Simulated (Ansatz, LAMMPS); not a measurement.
# Amorphous Ge (61 atoms) under strain, part 2 of 3

Aim: relax amorphous Ge (61 atoms), then change its volume and shape to read moduli from the stress.

Ansatz 0.2.0; Kohn-Sham DFT, PBEsol, PAW (set soft_1), plane waves.

The cell: 61 Ge. The quench rate of 5 K/ps far exceeds what a furnace or splat quench reaches. The network of bonds at the start is that of the classical potential that made the cell. Sampling is at Γ alone.

So far. Step 2 (Single point at the start): The r.m.s. force at the start is 0.23 eV/Å. Step 3 (Cell and atoms relaxed): The relaxation converged after 7 steps, with a largest force component of 0.033 eV/Å.

## 4. Single point at the relaxed geometry

The electronic structure is read at the final geometry, in a run of its own.

The input, input.yaml:

```yaml
crystal:
  lattice:
    - [11.52622, -0.23354, -0.23041]
    - [-0.23354, 11.12276, 0.19442]
    - [-0.23041, 0.19442, 11.19428]
  atoms:
    - { symbol: Ge, position: [0.14293, 0.00321, 0.37778] }
    - { symbol: Ge, position: [0.50832, 0.25864, 0.78924] }
    - { symbol: Ge, position: [0.37745, 0.9292, 0.6883] }
    - { symbol: Ge, position: [0.52834, 0.63028, 0.79124] }
    - { symbol: Ge, position: [0.32956, 0.89909, 0.18997] }
    - { symbol: Ge, position: [0.87669, 0.90464, 0.63696] }
    [... 49 atom lines left out ...]
    - { symbol: Ge, position: [0.35917, 0.57938, 0.10866] }
    - { symbol: Ge, position: [0.97969, 0.22346, 0.95152] }
    - { symbol: Ge, position: [0.70855, 0.57069, 0.89227] }
    - { symbol: Ge, position: [0.86204, 0.15745, 0.13281] }
    - { symbol: Ge, position: [0.40534, 0.44749, 0.80238] }
    - { symbol: Ge, position: [0.71703, 0.19276, 0.47218] }
kpoints:
  mp_grid: { grid: [1, 1, 1] }
hamiltonian:
  xc: pbesol
  pseudopotentials: { kind: paw, azcp: { folder: soft_1 }, xc_functional: pbe }
scf:
  occupations: { method: gaussian, width: 0.025 }
output:
  forces: true
  stress: true
  populations: true
  dos:
    method: { smearing: { sigma: 0.1 } }
    de: 0.1
    projected: { site_lists: { Ge: [Ge] } }
  eigenvalues: true
  write_density: true
  write_potential: true
  volumetric_format: npy
```

Started as:

```sh
$ ansatz run input.yaml --threads 4 --pin off --max-ram 8192MiB --backend cpu --events-out ev --progress --plain --runs-dir out
```

Numbers of over 12 decimals in the logs are rounded to 6 here.

The log of the run:

```text
[...]
Crystal: 61 atoms, lattice volume = 1433.529 Å³
Basis set: ecut = 420 eV, 28041 PW (Γ), exchange–correlation on 160×150×150 points (8 copies of the dense FFT grid, shifted against one another)
Bands: 513, of which v1, the nominal top of the filled ones, is band 427 counted from 1 (426 counted from 0)
Symmetry: 1 space group operations
[...]
k-points: 1
[...]
SCF iter   1: F=—  HF=-259454.272034 eV  |F-HF|=—  |Δ(HF+E_count)|=         —  Δρ=3.25e-2  dr2=1.66e1  ethr=3.10e-3  ⟨swp⟩=6.0  Hψ=1851  notcnv=0
[...]
SCF iter  15: F=-259451.315539 eV  HF=-259451.315539 eV  |F-HF|=2.68e-9  |Δ(HF+E_count)|=   3.01e-8  Δρ=7.18e-7  dr2=2.02e-8  ethr=1.17e-11  ⟨swp⟩=7.0  Hψ=2443  notcnv=0
SCF 1 converged in 15 iterations: F = -259451.315539 eV  dr2 = 2.02e-8
[...]
SCF converged after 15 iterations
Free energy (F): -259451.315539 eV
[...]
Internal energy: -259451.315539 eV  (E = F + TS)
E sigma→0 (E₀):  -259451.315539 eV
Fermi energy:    7.602249 eV
[...]
--- Forces (eV/Å), atoms counted from 1 ---
  atom   1  Ge     0.00304131     0.00422876     0.01920641
  atom   2  Ge     0.00029808    -0.00064163     0.00037272
  atom   3  Ge    -0.00164161     0.00324097    -0.00359252
  atom   4  Ge    -0.00004229     0.00144509    -0.00480411
  atom   5  Ge    -0.00546446     0.00670448     0.02731994
  atom   6  Ge    -0.01195575    -0.00162782     0.00678351
  atom   7  Ge     0.01353861    -0.00037498    -0.00367235
  atom   8  Ge    -0.00591407    -0.00066535    -0.00772264
  atom   9  Ge    -0.01697286     0.00579169     0.00976834
  atom  10  Ge     0.00854919     0.01432635    -0.01048079
  atom  11  Ge    -0.00289894     0.00862652    -0.00771154
  atom  12  Ge     0.00317775     0.01526284    -0.00979901
  atom  13  Ge     0.01002649    -0.01005953     0.01931190
  atom  14  Ge    -0.00521739    -0.00554022    -0.00441025
[...]
atom  60  Ge     0.00021418    -0.00139882    -0.00127073
  atom  61  Ge    -0.00736563     0.01082912    -0.00835535
  max |Σ_I F_I| component: 1.66e-6 eV/Å
--- Stress (GPa, compression-positive) ---
        0.022861      -0.016345      -0.005895
       -0.016345      -0.005565      -0.006286
       -0.005895      -0.006286       0.012582
  P = ⅓ Tr σ = 0.0100 GPa (0.100 kbar)
--- Band table (eV) ---
[...]
--- Löwdin populations: 61 sites ---
  site symbol       q [e]
     0     Ge     13.9155
     1     Ge     13.9806
     2     Ge     13.9638
[...]
60     Ge     13.9743
  spilling = 0.002069 (of n_electrons = 854.000000)
```

Wall time 34 s (4 threads of Arm Neoverse V2, shared host); peak memory 2.2 GiB.

The run gave:

```
free energy                                      : -259451.3155 eV
free energy per atom                             : -4253.3003 eV/atom
SCF cycles                                       : 15
pressure                                         : 0.009959 GPa
r.m.s. force component                           : 0.00864 eV/Å
longest force                                    : 0.03756 eV/Å
Fermi energy                                     : 7.602 eV
gap (highest filled to lowest empty level) : 0.393 eV
spilling of the projection                       : 0.002069
```

The mean of these charges, 0.029 e, is only the charge that the projection spills.

Löwdin charges by element and coordination (they lack the spilled electrons, 0.029 e an atom on average):

```csv
element,coordination,atoms,mean charge (e),spread,least,most
Ge,all,61,0.029,0.02,-0.017,0.0947
Ge,3,1,0.0947,0,0.0947,0.0947
Ge,4,57,0.0284,0.018,-0.017,0.0845
Ge,5,3,0.0185,0.0218,-9.0e-4,0.049
```

States in the cell by windows of 1 eV, zero at the Fermi level; the larger projections on atomic orbitals stand beside the total:

```csv
from (eV),to (eV),total,Ge p,Ge s
-18,-13,0.0,0.0,0.0
-13,-12,2.0,0.0,1.9
-12,-11,12.3,2.6,9.6
-11,-10,22.2,5.5,16.5
-10,-9,16.2,4.4,11.7
-9,-8,13.8,4.0,9.7
-8,-7,19.4,6.6,12.6
-7,-6,14.3,6.2,8.0
-6,-5,13.9,7.3,6.5
-5,-4,11.8,8.4,3.3
-4,-3,22.7,21.0,1.5
-3,-2,32.6,29.9,2.4
-2,-1,40.7,38.1,2.1
-1,0,22.1,20.2,1.5
0,1,14.0,9.8,3.5
1,2,25.3,17.0,6.4
2,3,33.6,24.2,5.8
3,4,35.8,26.0,4.5
4,5,37.3,26.8,3.2
```

Between -25 and -18 eV lie 610 more states.

The levels nearest the highest filled one (over half full), pooled over k-points and spins:

```csv
level less the highest filled one (eV),occupation
-0.450,2
-0.371,2
-0.284,2
-0.262,2
-0.0044,2
0,2
0.393,0
0.512,0
0.658,0
0.784,0
0.875,0
1.04,0
```

Valence density in the ac plane at fractional y = 0.223, with atoms of Ge within 0.2 Å of it. It is the smooth field of the valence electrons, not physical close to the nuclei.

Ten steps, logarithmic in the rise over the least value, from '0' (0 e/Å³) to '9' (32 e/Å³), each cell a mean:
```
73100000000000113775100000001269
73100000000000011221100000001269
21100000000000011111000000001123
10000000000001123211000000011111
00000000000111257521000001122110
00000000011111246421111111122210
11000000111111112111256421111111
32110111111000000011378521111112
97311245321000000001244210000126
97311389721000000000111110000126
43111267520000000000011211000113
11001122210000000000124531000011
00000111110000000000137852100000
00000134311000000000124531000000
00001379731112211000011110000000
00001278621248841000000000000000
00000123211259951000000000000000
00000001001124421000000000000000
00000000000111110000000000111000
00000000001122100000000001122100
00000000012565210000000001222110
00000000013897311111000001122110
10000000012564222343100000011111
31000000001111113886210000001123
```
Columns run along a (11.5 Å), rows up along c (11.2 Å). Atoms in or near the plane, at fractional coordinates: Ge at (0.22, 0.37), Ge at (0.38, 0.10), Ge at (0.22, 0.59), Ge at (0.01, 0.61), Ge at (0.43, 0.32), Ge at (0.56, 0.00), Ge at (0.98, 0.95).

Electrostatic potential energy in the ac plane at fractional y = 0.223, with atoms of Ge within 0.2 Å of it. With pseudopotentials it is smooth inside the atoms' cores, unlike the true potential.

Ten even steps from '0' (-15 eV) to '9' (12 eV), each cell a mean:
```
00589999999888860000389999997101
00689999999999974224799999997101
15788899999999876678999999998510
78888899999998520158999999877777
99999999987787200027888888522478
99999999876676200036643577410378
77899998876678642466100036533577
11488765677889888885001027877752
10167300047999999997300158998720
10155011017999999999765688999610
01476100037999999999875457999851
67888632478999999999720004899987
99999865689999999998600102799999
99998410148988789998720015899999
99986001016742137899875568999999
99986001016400104899999999999999
99998511257301103899999999999999
99999877788610026899999999999999
99999999998865678999999999877899
99999999987434689999999998533589
99999999972000279999999987300379
99999999860110167667899997422578
78999999972000363001589998766776
14799999986445750110279999988510
```
Columns run along a (11.5 Å; values clipped at the 3rd and 97th percentile), rows up along c (11.2 Å). Atoms in or near the plane, at fractional coordinates: Ge at (0.22, 0.37), Ge at (0.38, 0.10), Ge at (0.22, 0.59), Ge at (0.01, 0.61), Ge at (0.43, 0.32), Ge at (0.56, 0.00), Ge at (0.98, 0.95).

The highest filled and lowest empty levels differ by 0.393 eV (at Γ alone); a semilocal functional tends to put such gaps too low. In a disordered cell it changes from sample to sample, and tail or defect levels can set it. Löwdin charges run from -0.02 to +0.09 e, about a mean that is the spilled charge alone. Within 0.4 eV of the Fermi level the largest share is Ge p (80 % of the projected weight).

## 5. Volume -3 %

The relaxed cell is scaled evenly and the atoms are relaxed again; the stress at the end gives one point of P(V).

input.yaml, the sections that differ from step 4:

```yaml
crystal:
  lattice:
    - [11.40979, -0.23118, -0.22808]
    - [-0.23118, 11.0104, 0.19246]
    - [-0.22808, 0.19246, 11.0812]
  atoms:
    [... the 61 atom lines of step 4 ...]
output:
  forces: true
  eigenvalues: true
  stress: true
relax:
  f_tol: 0.05
  max_steps: 70
# kpoints, hamiltonian, scf: as in step 4
```

The log of the run:

```text
Warning: output.stress: scf.convergence.dr2_threshold = 1e-7 eV (the SCF's general default) is looser than the 6.1e-9 eV advised for a printed stress (1e-10 eV for each atom of the cell: 61). What an SCF threshold leaves in a stress goes as its square root, and in the free energy as the threshold itself, and one threshold admits the most on a small cell: [...]
[...]
Crystal: 61 atoms, lattice volume = 1390.523 Å³
Basis set: ecut = 420 eV, 27139 PW (Γ), exchange–correlation on 160×150×150 points (8 copies of the dense FFT grid, shifted against one another)
Bands: 513, of which v1, the nominal top of the filled ones, is band 427 counted from 1 (426 counted from 0)
Symmetry: 1 space group operations
[...]
k-points: 1
[...]
SCF iter   1: F=—  HF=-259454.151103 eV  |F-HF|=—  |Δ(HF+E_count)|=         —  Δρ=3.39e-2  dr2=1.74e1  ethr=3.10e-3  ⟨swp⟩=6.0  Hψ=1848  notcnv=0
[...]
SCF iter   9: F=—  HF=-259451.049469 eV  |F-HF|=—  |Δ(HF+E_count)|=   1.51e-4  Δρ=3.87e-5  dr2=8.81e-5  ethr=4.78e-8  ⟨swp⟩=2.0  Hψ=523  notcnv=0  defer=81
SCF iter  10: F=-259451.049508 eV  HF=-259451.049497 eV  |F-HF|=1.07e-5  |Δ(HF+E_count)|=   2.81e-5  Δρ=1.98e-5  dr2=1.10e-5  ethr=7.32e-9  ⟨swp⟩=10.0  Hψ=2129  notcnv=0
SCF 1 converged in 10 iterations: F = -259451.049508 eV  dr2 = 1.10e-5
[...]
relax step   1: F+E_penalty+E_count = -259451.04950812 eV  Δ(F+E_penalty+E_count) = +0.000e0 eV  max|allowed force component| = 1.449e-1 eV/Å  Δτ_max = 0.0000 Å  (10 SCF iters, dr2 threshold 6.25e-5 eV, accepted)
[...]
relax step   2: F+E_penalty+E_count = -259451.07624896 eV  Δ(F+E_penalty+E_count) = -2.674e-2 eV  max|allowed force component| = 5.142e-2 eV/Å  Δτ_max = 0.0339 Å  (9 SCF iters, accepted)
[...]
relax step   3: F+E_penalty+E_count = -259451.08238982 eV  Δ(F+E_penalty+E_count) = -6.141e-3 eV  max|allowed force component| = 3.651e-2 eV/Å  Δτ_max = 0.0227 Å  (8 SCF iters, accepted)
SCF converged after 8 iterations
Free energy (F): -259451.082390 eV
[...]
Internal energy: -259451.082390 eV  (E = F + TS)
E sigma→0 (E₀):  -259451.082390 eV
Fermi energy:    7.997446 eV
[...]
Σ components = -259451.082390   (vs F -259451.082390, Δ=0.00e0)
--- Forces (eV/Å), atoms counted from 1 ---
  atom   1  Ge    -0.01395385    -0.01235441    -0.00509780
  atom   2  Ge    -0.00030025     0.00563876     0.01768675
  atom   3  Ge    -0.00766834     0.00099682     0.00533685
  atom   4  Ge     0.01016719    -0.00428706     0.00787632
[...]
atom  61  Ge     0.00803536     0.00069906     0.00499332
  max |Σ_I F_I| component: 1.41e-5 eV/Å
--- Stress (GPa, compression-positive) ---
        1.934501      -0.009842       0.051251
       -0.009842       1.672533      -0.021130
        0.051251      -0.021130       1.770031
  P = ⅓ Tr σ = 1.7924 GPa (17.924 kbar)
--- Band table (eV) ---
[...]
--- Relaxed structure (3 steps of the walk, 3 accepted, 0 SCFs on fresh bases) ---
  F+E_penalty+E_count = -259451.08238982 eV   max|allowed force component| = 3.651e-2 eV/Å
  atoms:
    - { symbol: Ge, position: [0.145199, 0.000935471, 0.376481] }
    - { symbol: Ge, position: [0.509252, 0.259960, 0.787966] }
    - { symbol: Ge, position: [0.376839, 0.928281, 0.688437] }
    - { symbol: Ge, position: [0.528208, 0.632415, 0.791442] }
[...]
- { symbol: Ge, position: [0.718144, 0.193134, 0.469693] }
```

Run time: 60 s. Hardware: 4 threads; peak memory 2.1 GiB; 3.9 min of CPU time.

The program notes that the SCF threshold is loose for the stress.

The relaxation converged after 3 steps, 0.0329 eV below its start, with a largest force component of 0.037 eV/Å.

Volume -3 %: the energy stands 0.233 eV above that of the reference, at a pressure of 1.79 GPa.

## 6. Volume +3 %

The relaxed cell is scaled to another volume.

input.yaml, the sections that differ from step 5:

```yaml
crystal:
  lattice:
    - [11.64035, -0.23585, -0.23269]
    - [-0.23585, 11.23289, 0.19635]
    - [-0.23269, 0.19635, 11.30512]
  atoms:
    [... the 61 atom lines of step 4 ...]
# kpoints, hamiltonian, scf, output, relax: as in step 5
```

The log of the run:

```text
[...]
Crystal: 61 atoms, lattice volume = 1476.534 Å³
Basis set: ecut = 420 eV, 28863 PW (Γ), exchange–correlation on 160×160×160 points (8 copies of the dense FFT grid, shifted against one another)
Bands: 513, of which v1, the nominal top of the filled ones, is band 427 counted from 1 (426 counted from 0)
Symmetry: 1 space group operations
[...]
k-points: 1
[...]
SCF iter   1: F=—  HF=-259453.897935 eV  |F-HF|=—  |Δ(HF+E_count)|=         —  Δρ=3.13e-2  dr2=1.60e1  ethr=3.10e-3  ⟨swp⟩=6.0  Hψ=1841  notcnv=0
[...]
SCF iter   9: F=—  HF=-259451.083899 eV  |F-HF|=—  |Δ(HF+E_count)|=   2.26e-4  Δρ=4.44e-5  dr2=1.40e-4  ethr=7.15e-8  ⟨swp⟩=2.0  Hψ=523  notcnv=0  defer=79
SCF iter  10: F=-259451.083956 eV  HF=-259451.083935 eV  |F-HF|=2.14e-5  |Δ(HF+E_count)|=   3.60e-5  Δρ=2.28e-5  dr2=1.25e-5  ethr=7.32e-9  ⟨swp⟩=8.0  Hψ=2204  notcnv=0
SCF 1 converged in 10 iterations: F = -259451.083956 eV  dr2 = 1.25e-5
[...]
relax step   1: F+E_penalty+E_count = -259451.08395596 eV  Δ(F+E_penalty+E_count) = +0.000e0 eV  max|allowed force component| = 9.904e-2 eV/Å  Δτ_max = 0.0000 Å  (10 SCF iters, dr2 threshold 6.25e-5 eV, accepted)
[...]
relax step   2: F+E_penalty+E_count = -259451.10818619 eV  Δ(F+E_penalty+E_count) = -2.423e-2 eV  max|allowed force component| = 5.198e-2 eV/Å  Δτ_max = 0.0556 Å  (10 SCF iters, accepted)
[...]
relax step   3: F+E_penalty+E_count = -259451.11259402 eV  Δ(F+E_penalty+E_count) = -4.408e-3 eV  max|allowed force component| = 3.002e-2 eV/Å  Δτ_max = 0.0182 Å  (7 SCF iters, accepted)
SCF converged after 7 iterations
Free energy (F): -259451.112594 eV
[...]
Internal energy: -259451.112594 eV  (E = F + TS)
E sigma→0 (E₀):  -259451.112594 eV
Fermi energy:    7.231348 eV
[...]
Σ components = -259451.112594   (vs F -259451.112594, Δ=0.00e0)
--- Forces (eV/Å), atoms counted from 1 ---
  atom   1  Ge     0.00249350     0.01726584     0.00969205
  atom   2  Ge     0.00001428    -0.00245375    -0.00977144
  atom   3  Ge     0.00406361     0.00224123    -0.00585552
  atom   4  Ge    -0.00822059     0.00338762    -0.00944863
[...]
atom  61  Ge    -0.00846780     0.00640249    -0.00220096
  max |Σ_I F_I| component: 4.33e-5 eV/Å
--- Stress (GPa, compression-positive) ---
       -1.610137      -0.004603      -0.075403
       -0.004603      -1.440481       0.013581
       -0.075403       0.013581      -1.448205
  P = ⅓ Tr σ = -1.4996 GPa (-14.996 kbar)
--- Band table (eV) ---
[...]
--- Relaxed structure (3 steps of the walk, 3 accepted, 0 SCFs on fresh bases) ---
  F+E_penalty+E_count = -259451.11259402 eV   max|allowed force component| = 3.002e-2 eV/Å
  atoms:
    - { symbol: Ge, position: [0.139380, 0.00568054, 0.381699] }
    - { symbol: Ge, position: [0.507909, 0.257705, 0.790312] }
    - { symbol: Ge, position: [0.377885, 0.930150, 0.688040] }
    - { symbol: Ge, position: [0.528905, 0.628783, 0.790533] }
[...]
- { symbol: Ge, position: [0.716189, 0.192828, 0.473983] }
```

Wall time 65 s (4 threads); peak memory 2.3 GiB; 4.2 min of CPU time.

The relaxation converged after 3 steps, 0.0286 eV below its start, with a largest force component of 0.030 eV/Å.

Volume +3 %: the energy stands 0.203 eV above that of the reference, at a pressure of -1.50 GPa.

## 7. Volume -6 %

The relaxed cell is scaled to another volume.

Input and log are left out; they have the form of those shown for this kind of step.

Wall time 1.9 min (4 threads of Arm Neoverse V2, shared host); peak memory 2.1 GiB.

The relaxation converged after 6 steps, 0.157 eV below its start, with a largest force component of 0.042 eV/Å.

Volume -6 %: the energy stands 0.965 eV above that of the reference, at a pressure of 3.75 GPa.

(Continued in part 3 of 3.)

[Logs are printed without paths, hosts, clocks, repeated set-up lines and the standing remarks that a program may print on its own settings, such as how far it seeks lower states.]

[Hosts, paths, dates, database ids (printed as entryN), source tags and the programs' standing remarks are cut or masked in the printed files.]
